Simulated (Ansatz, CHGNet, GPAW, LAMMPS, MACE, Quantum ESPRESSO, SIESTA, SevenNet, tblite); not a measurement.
## Glassy 75Sc2O3-25SiO2 (mol %) (72 atoms): runs against a plane-wave reference

Density of this cell: 3.41 g/cm³. The cell holds 72 atoms: 24 Sc, 4 Si and 44 O. Cell: a = 9.740 Å, b = 9.740 Å, c = 9.740 Å, α = 90.0°, β = 90.0°, γ = 90.0°. 72 atoms (24 Sc, 4 Si, 44 O) placed at random at 3.36 g/cm³, melted at 4000 K for 10 ps at fixed volume with the Morse and Coulomb pair potential with partial charges (Pedone, Malavasi, Menziani, Cormack and Segre, J. Phys. Chem. B 110, 11780 (2006)). Quenched from 4000 K to 300 K at 20 K/ps and fixed volume, held 10 ps at zero pressure.

Geometry: as built.

The reference, a calculation:

```
method                                           : Kohn-Sham DFT, PBE, SSSP efficiency 1.3.0 pseudopotentials, plane waves (Quantum ESPRESSO 7.5); sssp-pbe-1.3.0-efficiency, cutoffs 60/480 Ry, Γ point
r.m.s. force component                           : 0.8579 eV/Å
longest force                                    : 3.848 eV/Å
pressure                                         : 0.6393 GPa
gap (highest filled to lowest empty level) : 2.695 eV
time                                             : 2.9 min on 4 MPI ranks of Arm Neoverse V1, shared host
CPU time                                         : 11 min
```

Runs, in no order:
A. QE PBE, sg15-1.2, 60/240 Ry: Kohn-Sham DFT, PBE, SG15 1.2 norm-conserving pseudopotentials, plane waves
B. GPAW PBE, LCAO dzp, h 0.18 Å, other mixer settings: Kohn-Sham DFT, PBE, PAW, atomic orbitals (dzp)
C. SevenNet 0 potential: machine-learned interatomic potential SevenNet 0, trained on PBE(+U) plane-wave data
D. tblite GFN1-xTB: GFN1-xTB tight binding, diagonalisation
E. SIESTA PBE, SZP, shift 0.01 Ry, mesh 500 Ry: Kohn-Sham DFT, PBE, PseudoDojo 0.4.1 norm-conserving pseudopotentials (converted to PSML), numerical atomic orbitals (SZP), diagonalisation

**Question.** Rank the runs by how far their forces lie from the reference's, least first.

A, C, B, E, D.

```tsv
run	Δ force, r.m.s. (meV/Å)	share of r.m.s. force (%)	CPU time
A. QE PBE, sg15-1.2, 60/240 Ry	21.7	2.53	7.9 min
C. SevenNet 0 potential	100	11.7	10 s
B. GPAW PBE, LCAO dzp, h 0.18 Å, other mixer settings	199	23.2	13 min
E. SIESTA PBE, SZP, shift 0.01 Ry, mesh 500 Ry	308	35.9	5.8 min
D. tblite GFN1-xTB	567	66.1	5.5 s
```

Periodic xTB results under one method name differ between programs and library versions. Machine-learned potentials mimic data converged in k, so the reference's own k-point error enters their differences. The network of bonds at the start is that of the classical potential that made the cell, and needn't be the one that DFT or experiment would give. The electronic-structure runs sample only Γ, in a cell whose shortest periodic width is 10 Å.

[Logs are printed without paths, hosts, clocks, repeated set-up lines and the standing remarks that a program may print on its own settings, such as how far it seeks lower states.]

[Hosts, paths, dates, database ids (printed as entryN), source tags and the programs' standing remarks are cut or masked in the printed files.]
